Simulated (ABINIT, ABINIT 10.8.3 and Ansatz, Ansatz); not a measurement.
**Excitons of AlGaN2 (P-4m2): kernels and approximations**

Wanted: excitons and ε₂ of AlGaN2 (P-4m2), with cost.

Calculated with ABINIT 10.8.3 and Ansatz 0.2.0; LDA and many-body steps on it, plane waves.

## 1. The structure

Symmetry: P-4m2, No. 115, tetragonal system. The conventional cell has a = 3.141 Å, b = 3.141 Å, c = 4.424 Å, α = 90.00°, β = 90.00°, γ = 90.00°. Nearest to Al lie 4 N at 1.89 Å. Ga has 4 N at 1.95 Å nearest. Nearest to N lie 2 Al at 1.89 Å and 2 Ga at 1.95 Å. Farther neighbours and most contacts between anions are not listed.

The cell and positions are those that the Materials Project relaxed with its own functionals (PBE, PBE+U or r2SCAN), kept fixed.

## 2. Empty states on the mesh, 4×4×2 mesh, 38 bands

This step: ABINIT 10.8.3; DFT, LDA, plane waves, norm-conserving pseudopotentials.

The sums over transitions need many empty states on a uniform mesh; this step solves for them.

run.abi reads:

```
acell 3*1.0 Angstrom
rprim 
  3.140877048700 0.000000000000 0.000000000000
  0.000000000000 3.140877048700 0.000000000000
  0.000000000000 0.000000000000 4.423837940000
ntypat 3
znucl 13 31 7
natom 4
typat 1 2 3 3
xred 
  0.500000000000 0.500000000000 0.500000000000
  0.000000000000 0.000000000000 0.000000000000
  0.500000000000 0.000000000000 0.738264810000
  0.000000000000 0.500000000000 0.261735190000
pp_dirpath "pseudos"
pseudos "Al.upf, Ga.upf, N.upf"
ecut 36
ngkpt 4 4 2
nshiftk 1
shiftk 0 0 0
kptopt 1
chksymbreak 0
iscf -2
irdden 1
istwfk *1
nband 38
nbdbuf 4
tolwfr 1e-09
nstep 60
prtvol 0
indata_prefix "in"
outdata_prefix "out"
tmpdata_prefix "tmp"
```

Run with:

```sh
$ OMP_NUM_THREADS=1 mpirun -n 4 abinit run.abi > log
```

Numbers of over 12 decimals in the logs are rounded to 6 here.

What it wrote:

```text
.Version 10.8.3 of ABINIT. v10.8.2 released Aug 2026.

 Symmetries : space group P-4 m 2 (#115); Bravais tP (primitive tetrag.)
[... echo of the input left out ...]
== DATASET  1 ==================================================================
-   mpi_nproc: 4, omp_nthreads: 1 (-1 if OMP is not activated)

--- !DatasetInfo
iteration_state: {dtset: 1, }
dimensions: {natom: 4, nkpt: 12, mband: 38, nsppol: 1, nspinor: 1, nspden: 1, mpw: 3080, }
cutoff_energies: {ecut:  36.0, pawecutdg:  -1.0, }
[...]
0.60114    0.60114    0.60529    0.65429    0.73261    0.73261    0.85322    0.88225
   0.88290    0.88290    0.88771    0.89929    1.02044    1.07748    1.14869    1.15703
   1.15703    1.15971    1.32300    1.32300    1.39160    1.42921
 prteigrs : prtvol=0 or 1, do not print more k-points.

== END DATASET(S) ==============================================================
================================================================================

 -outvars: echo values of variables after computation  --------
            nband          38
             nkpt          12
          spgroup         115
 [... the other variables as echoed above ...]

 Calculation completed.
```

The job ended after 23 s (4 MPI ranks of Intel Xeon Platinum 8259CL at 2.50GHz (Skylake/Cascade Lake), shared host; peak memory 0.32 GiB).

Numbers from this step:

* gap: 2.882 eV
* k of the valence top: 0, 0, 0
* k of the conduction bottom: 0, 0, 0
* least direct gap: 2.882 eV
* k points computed: 12
* lowest point of the top converged band, above the valence top: 26.30 eV

On this mesh the gap is 2.882 eV.

The density comes from a self-consistent run that is not shown.

## 3. Screening, 4×4×2 mesh, 34 bands, screening to 98 eV

The RPA dielectric matrix is built and inverted for each q.

This step: RPA screening on LDA, plane waves, norm-conserving pseudopotentials.

run.abi, as its differences from that of step 2:

```diff
@@ -22,10 +22,11 @@
 chksymbreak 0
-iscf -2
-irdden 1
 istwfk *1
-nband 38
-nbdbuf 4
-tolwfr 1e-09
-nstep 60
-prtvol 0
+occopt 1
+irdwfk 1
+optdriver 3
+nband 34
+ecuteps 3.6
+inclvkb 2
+awtr 1
+symchi 1
 indata_prefix "in"
```

What it wrote:

```text
.Version 10.8.3 of ABINIT. v10.8.2 released Aug 2026.

 Symmetries : space group P-4 m 2 (#115); Bravais tP (primitive tetrag.)
[... echo of the input left out ...]
== DATASET  1 ==================================================================
-   mpi_nproc: 4, omp_nthreads: 1 (-1 if OMP is not activated)

--- !DatasetInfo
iteration_state: {dtset: 1, }
dimensions: {natom: 4, nkpt: 12, mband: 34, nsppol: 1, nspinor: 1, nspden: 1, mpw: 3080, }
cutoff_energies: {ecut:  36.0, pawecutdg:  -1.0, }
[...]
--------------------------------------------------------------------------------
[... chi0 elements left out ...]
 For q-point:  0.000010 0.000020 0.000030
  dielectric constant =   5.4272
  dielectric constant without local fields =   5.8539

  Average fulfillment of the sum rule on Im[epsilon] for q-point    1 :     28.14  [%]
[... wings left out ...]
  q-point number  2        q = ( 0.250000, 0.000000, 0.000000) [r.l.u.]
--------------------------------------------------------------------------------
[... chi0 elements left out ...]
  Average fulfillment of the sum rule on Im[epsilon] for q-point    2 :     44.10  [%]

 [... 10 further q-points ...]
```

Elapsed: 20 s, on 4 MPI ranks; peak memory 0.58 GiB.

Numbers from this step:

- ε∞ with local fields, on this mesh, along the program's q direction: 5.427
- the same without local fields: 5.854
- plasma frequency: 28.66 eV
- plane waves in the screening matrix: 99

Local fields lower ε∞ by 7 %. On a Γ-centred mesh this coarse the value itself is usually too large, while a short band sum pulls it down.

## 4. Self-energy, 4×4×2 mesh, 34 bands, screening to 98 eV

The self-energy is evaluated for the states that the input lists, and the levels follow from it, in one-shot runs by the linearised quasiparticle equation.

This step: G0W0 on LDA, plane waves, norm-conserving pseudopotentials.

run.abi, as its differences from that of step 3:

```diff
@@ -25,8 +25,15 @@
 irdwfk 1
-optdriver 3
+optdriver 4
 nband 34
+gwcalctyp 0
+ecutsigx 36
+symsigma 1
+nkptgw 1
+kptgw 
+  0.0000000000 0.0000000000 0.0000000000
+bdgw 
+  12 15
 ecuteps 3.6
-inclvkb 2
-awtr 1
-symchi 1
+irdscr 1
+ppmodel 1
 indata_prefix "in"
```

What it wrote:

```text
.Version 10.8.3 of ABINIT. v10.8.2 released Aug 2026.

 Symmetries : space group P-4 m 2 (#115); Bravais tP (primitive tetrag.)
[... echo of the input left out ...]
== DATASET  1 ==================================================================
-   mpi_nproc: 4, omp_nthreads: 1 (-1 if OMP is not activated)

--- !DatasetInfo
iteration_state: {dtset: 1, }
dimensions: {natom: 4, nkpt: 12, mband: 34, nsppol: 1, nspinor: 1, nspden: 1, mpw: 3080, }
cutoff_energies: {ecut:  36.0, pawecutdg:  -1.0, }
[...]
13   5.257 -17.523 -21.006   3.854   0.795  -0.258 -17.229   0.294   5.551
       14   8.139 -13.775  -9.187  -3.024   0.819  -0.221 -12.495   1.281   9.420
       15   8.789 -11.302  -6.551  -3.133   0.836  -0.196  -9.950   1.352  10.141

== END DATASET(S) ==============================================================
================================================================================

 -outvars: echo values of variables after computation  --------
           etotal      0.0000000000E+00
            nband          34
             nkpt          12
          spgroup         115
 [... the other variables as echoed above ...]

 Calculation completed.
```

Elapsed: 7 s, on 4 MPI ranks; peak memory 0.55 GiB.

This step gave:

```yaml
g0w0_gap_on_the_points_computed: 3.869 eV
starting_gap_on_the_mesh: 2.882 eV
k_of_the_valence_top: 0, 0, 0
k_of_the_conduction_bottom: 0, 0, 0
least_direct_g0w0_gap_on_the_computed_points: 3.869 eV
```

The gap on the mesh goes from 2.88 eV to 3.87 eV, a correction of +0.99 eV.

The gap opens by 0.987 eV; the next steps shift the empty bands rigidly by 0.987 eV.

## 5. Excitons

Optical absorption needs the electron-hole interaction, solved here in a basis of vertical transitions on the mesh.

This step: Bethe-Salpeter equation on LDA with a scissors shift, plane waves, norm-conserving pseudopotentials.

run.abi, as its differences from that of step 4:

```diff
@@ -25,15 +25,17 @@
 irdwfk 1
-optdriver 4
-nband 34
-gwcalctyp 0
-ecutsigx 36
-symsigma 1
-nkptgw 1
-kptgw 
-  0.0000000000 0.0000000000 0.0000000000
-bdgw 
-  12 15
+optdriver 99
+bs_calctype 1
+mbpt_sciss 0.987 eV
+bs_loband 8
+nband 16
+bs_exchange_term 1
+bs_coulomb_term 11
+bs_coupling 0
+bs_algorithm 1
+bs_freq_mesh 0 10 0.1 eV
+zcut 0.15 eV
 ecuteps 3.6
+ecutwfn 18
+inclvkb 2
 irdscr 1
-ppmodel 1
 indata_prefix "in"
```

What it wrote:

```text
.Version 10.8.3 of ABINIT. v10.8.2 released Aug 2026.

 Symmetries : space group P-4 m 2 (#115); Bravais tP (primitive tetrag.)
[... echo of the input left out ...]
== DATASET  1 ==================================================================
-   mpi_nproc: 4, omp_nthreads: 1 (-1 if OMP is not activated)

--- !DatasetInfo
iteration_state: {dtset: 1, }
dimensions: {natom: 4, nkpt: 12, mband: 16, nsppol: 1, nspinor: 1, nspden: 1, mpw: 1088, }
cutoff_energies: {ecut:  18.0, pawecutdg:  -1.0, }
electrons: {nelect:   2.60000000E+01, charge:   0.00000000E+00, occopt:   1.00000000E+00, tsmear:   1.00000000E-02, }

 Exciton: Calculation of dielectric properties by solving the Bethe-Salpeter equation
 in frequency domain and reciprocal space on a transitions basis set.
 Based on a program developed by L. Reining, V. Olevano, F. Sottile,
 S. Albrecht, and G. Onida. Incorporated in ABINIT by M. Giantomassi.

.Using double precision arithmetic ; gwpc =  8

[... cell and pseudopotentials left out ...]
--------------------------------------------------------------------------------

 ==== K-mesh for the wavefunctions ====
 Number of points in the irreducible wedge :    12
[... list of points left out ...]
 Together with  8 symmetry operations and time-reversal symmetry
 yields    32 points in the full Brillouin Zone.

 ==== Q-mesh for the screening function ====
 Number of points in the irreducible wedge :    12
[... list of points left out ...]
 Together with  8 symmetry operations and time-reversal symmetry
 yields    32 points in the full Brillouin Zone.

 vcoul_init : cutoff-mode = AUXILIARY_FUNCTION
 q-points for optical limit:   1
     1)      0.000010    0.000020    0.000030
 setmesh: FFT mesh size selected  =    18x   18x   24
          total number of points  =         7776

 ==== Fundamental parameters for the solution of the Bethe-Salpeter equation: ====
 Algorithm: Direct diagonalization.
 Dimension of the v, W matrices,  npweps  = 99
 Cutoff for the wavefunctions,    npwwfn  = 1059
 Number of k-points in the IBZ,   nkibz   = 12
 Highest empty band included,     nband   = 16
 === Spin UP ===
 Number of resonant transitions          576
 Lowest occupied state                   8
 Highest occupied state                  13
 Lowest unoccupied state                 14
 Highest unoccupied state                16
 Minimum frequency [eV]           Emin    =   0.00
 Maximum frequency [eV]           Emax    =  10.00
 Frequency step [eV]              dE      =   0.10
 Lorentzian broadening [eV]       eta     =   0.15
 RPA L0 with KS energies and KS wavefunctions
 Scissors operator energy [eV] =          0.99
 Local fields effects (v term) included
 Excitonic effects (W term) included
 Full W_GG' included
 W is read from an external SCR file
 Resonant-only calculation (Hermitian case)

 Calculating epsilon_Macro(q-->0,w), along the following directions:
 q = (  0.944648  0.000000  0.000000) [r.l.u.]
 q = (  0.000000  0.944648  0.000000) [r.l.u.]
 q = (  0.000000  0.000000  1.330510) [r.l.u.]
 q = (  0.944648  0.000000  0.000000) [r.l.u.]
 q = (  0.000000  0.944648  0.000000) [r.l.u.]
 q = (  0.000000  0.000000  1.330510) [r.l.u.]
 Number of electrons calculated from density =   25.8397; Expected =   26.0000
 average of density, n =  0.087738
 r_s =    1.3961
 omega_plasma =   28.5726 [eV]

. Writing resonant excitonic Hamiltonian on file out_BSR; file size=   0.00 [Gb].
 Direct diagonalization of the resonant excitonic Hamiltonian, Matrix size= 576
. Using LAPACK sequential version.
 Excitonic eigenvalues in eV up to n=   32
   3.26568   3.26671   3.50941   3.89341   3.89427   4.16874   5.18305   5.19576
   5.22087   5.22609   5.58863   5.59344   5.76525   5.77004   5.79726   5.80652
   5.89297   5.90841   5.91461   5.91833   5.91995   5.94342   5.94706   5.95097
   5.98698   6.01159   6.01307   6.01660   6.04043   6.04572   6.10763   6.11471

 First excitonic eigenvalue=    3.27 [eV]
 Last  excitonic eigenvalue=   16.49 [eV]

 GW  direct gap       3.87  0.00 [eV]
 EXC direct gap       3.27  0.00 [eV]
 EXC binding energy   0.60  0.00 [eV]

 Excitonic eigenvalues up to the GW energy gap [eV]
  1 (  3.27  0.00)
  2 (  3.27  0.00)
  3 (  3.51  0.00)

 Macroscopic dielectric function:
 omega [eV] <KS_RPA_nlf>  <GW_RPA_nlf>  <BSE>
   0.0000   4.7778   0.0000   4.2159   0.0000   4.7627   0.0000
   0.1000   4.7793   0.0046   4.2167   0.0024   4.7640   0.0042
   0.2000   4.7839   0.0092   4.2190   0.0048   4.7682   0.0084
   0.3000   4.7915   0.0139   4.2230   0.0072   4.7752   0.0126
   0.4000   4.8023   0.0187   4.2286   0.0096   4.7850   0.0170
   0.5000   4.8163   0.0238   4.2358   0.0121   4.7977   0.0215
   0.6000   4.8338   0.0290   4.2447   0.0147   4.8135   0.0261
   0.7000   4.8548   0.0346   4.2553   0.0173   4.8324   0.0310
   0.8000   4.8796   0.0405   4.2677   0.0200   4.8546   0.0361
   0.9000   4.9084   0.0469   4.2819   0.0228   4.8803   0.0416

 Writing KS-RPA macroscopic dielectric function without local fields to file: out_RPA_NLF_MDF
 Writing GW-RPA macroscopic dielectric function without local fields to file: out_GW_NLF_MDF
 Writing EXC Macroscopic dielectric function to file: out_EXC_MDF

== END DATASET(S) ==============================================================
================================================================================

 -outvars: echo values of variables after computation  --------
           etotal      0.0000000000E+00
            nband          16
             nkpt          12
          spgroup         115
 [... the other variables as echoed above ...]

 Calculation completed.
```

Wall time 25 s (4 MPI ranks); peak memory 0.36 GiB.

Numbers from this step:

```yaml
direct_gap_of_the_transition_levels: 3.869 eV
transitions_in_the_window: 576
first_strong_exciton_over_a_fiftieth_of_the_strongest_listed: 3.266 eV
lowest_state: 3.266 eV
binding_of_the_lowest_state_below_the_direct_gap: 0.6033 eV
coulomb_term_of_one_mesh_cell: 0.6741 eV
```

The binding is 0.89 times the screened Coulomb term of one mesh cell (0.67 eV), so it is not shown settled.

The lowest state lies at 3.266 eV, 0.603 eV under the direct gap.

Lines within 3 meV are set at the lowest of them, and the highest group, which the list may cut short, is left out. Lines of the exciton spectrum (strongest = 100):

| position (eV) | lines merged | oscillator strength, relative |
| --- | --- | --- |
| 3.266 | 2 | 100 |
| 3.509 | 1 | 39 |
| 3.893 | 2 | 4.7 |
| 4.169 | 1 | 0.0 |
| 5.183 | 1 | 36 |
| 5.196 | 1 | 31 |
| 5.221 | 1 | 0.0 |
| 5.226 | 1 | 0.0 |
| 5.589 | 1 | 0.2 |
| 5.593 | 1 | 0.0 |
| 5.765 | 1 | 7.7 |
| 5.770 | 1 | 6.4 |
| 5.797 | 1 | 0.0 |

The ε₂ has structure finer than the step of the table below, so its rows give means over 0.25 eV, whole bins alone (the curve runs from 0 to 10 eV). Peaks (eV: height): BSE 3.300: 7.46, 5.200: 5.41, 5.900: 12.6, 7.700: 6.71, 8.700: 6.19, 9.600: 4.66; no electron-hole interaction 3.900: 5.85, 5.800: 3.84, 6.600: 9.06, 7.500: 9.31, 8.600: 8.39, 9.500: 7.15; Kohn-Sham, no shift 2.900: 5.92, 4.800: 3.72, 5.600: 8.98, 6.500: 9.40, 7.600: 8.28, 8.500: 7.17, 9.200: 6.19.

Mean over the three Cartesian directions of q; broadening 0.15 eV; transition window only. Limits: finite bands, cutoff and mesh; exchange with frozen shells missing; no spin-orbit coupling; coarse k mesh; exciton not shown settled in the k mesh. Table of ε₂ by photon energy; means over each step:

| photon energy (eV) | BSE | no electron-hole interaction | Kohn-Sham, no shift |
| --- | --- | --- | --- |
| 0.25 | 0.0105 | 0.00596 | 0.0116 |
| 0.50 | 0.0215 | 0.0121 | 0.0238 |
| 0.75 | 0.0336 | 0.0187 | 0.0377 |
| 1.00 | 0.0476 | 0.0259 | 0.0543 |
| 1.25 | 0.0645 | 0.0340 | 0.0756 |
| 1.50 | 0.0863 | 0.0435 | 0.105 |
| 1.75 | 0.116 | 0.0552 | 0.151 |
| 2.00 | 0.161 | 0.0700 | 0.234 |
| 2.25 | 0.235 | 0.0901 | 0.413 |
| 2.50 | 0.381 | 0.119 | 0.998 |
| 2.75 | 0.752 | 0.165 | 3.52 |
| 3.00 | 2.30 | 0.249 | 4.68 |
| 3.25 | 6.17 | 0.437 | 2.28 |
| 3.50 | 4.60 | 1.07 | 0.950 |
| 3.75 | 1.88 | 3.71 | 0.562 |
| 4.00 | 0.964 | 4.59 | 0.467 |
| 4.25 | 0.635 | 2.17 | 0.567 |
| 4.50 | 0.660 | 0.927 | 1.06 |
| 4.75 | 1.01 | 0.555 | 2.85 |
| 5.00 | 2.69 | 0.473 | 2.61 |
| 5.25 | 4.37 | 0.583 | 2.70 |
| 5.50 | 3.27 | 1.12 | 6.77 |
| 5.75 | 7.46 | 2.94 | 7.65 |
| 6.00 | 11.7 | 2.55 | 4.92 |
| 6.25 | 8.14 | 2.82 | 5.95 |
| 6.50 | 6.02 | 7.01 | 8.39 |
| 6.75 | 6.08 | 7.50 | 5.43 |
| 7.00 | 5.03 | 4.86 | 5.75 |
| 7.25 | 4.37 | 6.13 | 7.13 |
| 7.50 | 6.00 | 8.33 | 7.72 |
| 7.75 | 6.46 | 5.32 | 7.14 |
| 8.00 | 5.46 | 5.86 | 4.77 |
| 8.25 | 4.27 | 7.15 | 5.73 |
| 8.50 | 5.18 | 7.76 | 6.59 |
| 8.75 | 5.97 | 7.00 | 4.23 |
| 9.00 | 4.50 | 4.75 | 4.10 |
| 9.25 | 2.97 | 5.80 | 5.88 |
| 9.50 | 4.17 | 6.56 | 5.38 |
| 9.75 | 4.30 | 4.10 | 4.59 |

## 6. Triplet (no exchange term)

run.abi, as its differences from that of step 5:

```diff
@@ -28,5 +28,5 @@
 mbpt_sciss 0.987 eV
-bs_loband 8
-nband 16
-bs_exchange_term 1
+bs_loband 9
+nband 15
+bs_exchange_term 0
 bs_coulomb_term 11
@@ -34,3 +34,3 @@
 bs_algorithm 1
-bs_freq_mesh 0 10 0.1 eV
+bs_freq_mesh 0 8 0.05 eV
 zcut 0.15 eV
```

What it wrote:

```text
.Version 10.8.3 of ABINIT. v10.8.2 released Aug 2026.

 Symmetries : space group P-4 m 2 (#115); Bravais tP (primitive tetrag.)
[... echo of the input left out ...]
== DATASET  1 ==================================================================
-   mpi_nproc: 4, omp_nthreads: 1 (-1 if OMP is not activated)

--- !DatasetInfo
iteration_state: {dtset: 1, }
dimensions: {natom: 4, nkpt: 12, mband: 15, nsppol: 1, nspinor: 1, nspden: 1, mpw: 1088, }
cutoff_energies: {ecut:  18.0, pawecutdg:  -1.0, }
electrons: {nelect:   2.60000000E+01, charge:   0.00000000E+00, occopt:   1.00000000E+00, tsmear:   1.00000000E-02, }

 Exciton: Calculation of dielectric properties by solving the Bethe-Salpeter equation
 in frequency domain and reciprocal space on a transitions basis set.
 Based on a program developed by L. Reining, V. Olevano, F. Sottile,
 S. Albrecht, and G. Onida. Incorporated in ABINIT by M. Giantomassi.

.Using double precision arithmetic ; gwpc =  8

[... cell and pseudopotentials left out ...]
--------------------------------------------------------------------------------

 ==== K-mesh for the wavefunctions ====
 Number of points in the irreducible wedge :    12
[... list of points left out ...]
 Together with  8 symmetry operations and time-reversal symmetry
 yields    32 points in the full Brillouin Zone.

 ==== Q-mesh for the screening function ====
 Number of points in the irreducible wedge :    12
[... list of points left out ...]
 Together with  8 symmetry operations and time-reversal symmetry
 yields    32 points in the full Brillouin Zone.

 vcoul_init : cutoff-mode = AUXILIARY_FUNCTION
 q-points for optical limit:   1
     1)      0.000010    0.000020    0.000030
 setmesh: FFT mesh size selected  =    18x   18x   24
[...]
q = (  0.000000  0.000000  1.330510) [r.l.u.]
 Number of electrons calculated from density =   25.8397; Expected =   26.0000
 average of density, n =  0.087738
 r_s =    1.3961
 omega_plasma =   28.5726 [eV]

. Writing resonant excitonic Hamiltonian on file out_BSR; file size=   0.00 [Gb].
 Direct diagonalization of the resonant excitonic Hamiltonian, Matrix size= 320
. Using LAPACK sequential version.
 Excitonic eigenvalues in eV up to n=   32
   3.21833   3.22018   3.45587   3.88210   3.88298   4.11817   5.13767   5.15550
   5.21273   5.22324   5.53579   5.54369   5.74410   5.75045   5.77133   5.79528
   5.80189   5.87823   5.89307   5.89445   5.90731   5.90918   5.91769   5.91881
   5.95311   5.98917   5.99795   6.00160   6.00434   6.01950   6.09382   6.09727

 First excitonic eigenvalue=    3.22 [eV]
 Last  excitonic eigenvalue=   13.13 [eV]

 GW  direct gap       3.87  0.00 [eV]
 EXC direct gap       3.22  0.00 [eV]
 EXC binding energy   0.65  0.00 [eV]

 Excitonic eigenvalues up to the GW energy gap [eV]
  1 (  3.22  0.00)
  2 (  3.22  0.00)
  3 (  3.46  0.00)

 Macroscopic dielectric function:
 omega [eV] <KS_RPA_nlf>  <GW_RPA_nlf>  <BSE>
   0.0000   4.1444   0.0000   3.6427   0.0000   4.2425   0.0000
   0.0500   4.1447   0.0022   3.6429   0.0011   4.2429   0.0022
   0.1000   4.1458   0.0044   3.6434   0.0022   4.2440   0.0044
[...]
0.4000   4.1677   0.0179   3.6545   0.0090   4.2658   0.0178
   0.4500   4.1740   0.0202   3.6577   0.0101   4.2721   0.0201

 Writing KS-RPA macroscopic dielectric function without local fields to file: out_RPA_NLF_MDF
 Writing GW-RPA macroscopic dielectric function without local fields to file: out_GW_NLF_MDF
 Writing EXC Macroscopic dielectric function to file: out_EXC_MDF

== END DATASET(S) ==============================================================
================================================================================

 -outvars: echo values of variables after computation  --------
           etotal      0.0000000000E+00
            nband          15
             nkpt          12
          spgroup         115
 [... the other variables as echoed above ...]

 Calculation completed.
```

Elapsed: 12 s, on 4 MPI ranks; peak memory 0.34 GiB; 45 s of CPU time.

The lowest triplet lies at 3.218 eV; triplets are dark, so no spectrum is read.

(Part 1 of 3 ends here.)

[Paths, hosts, dates, memory and timing lines, banners, echoed tables and standing remarks are left out of the program output.]

[Logs are printed without paths, hosts, clocks, repeated set-up lines and the standing remarks that a program may print on its own settings, such as how far it seeks lower states.]

[Runs of the session that timed out or met a known fault of the program may be left out.]

[No measured gap is set beside runs whose start may be inverted or whose files or cutoffs have a known fault.]

[Hosts, paths, dates, database ids (printed as entryN), source tags and the programs' standing remarks are cut or masked in the printed files.]

[G0W0 gaps are taken among the corrected bands and points alone; a level outside them can change the order at an edge.]

[Where Ansatz stands beside ABINIT at settings called matched, ABINIT's density can come from a denser mesh and the files from another edition; pairs whose starting gaps differed by over 0.03 eV were left out, so agreement reads better than it is.]
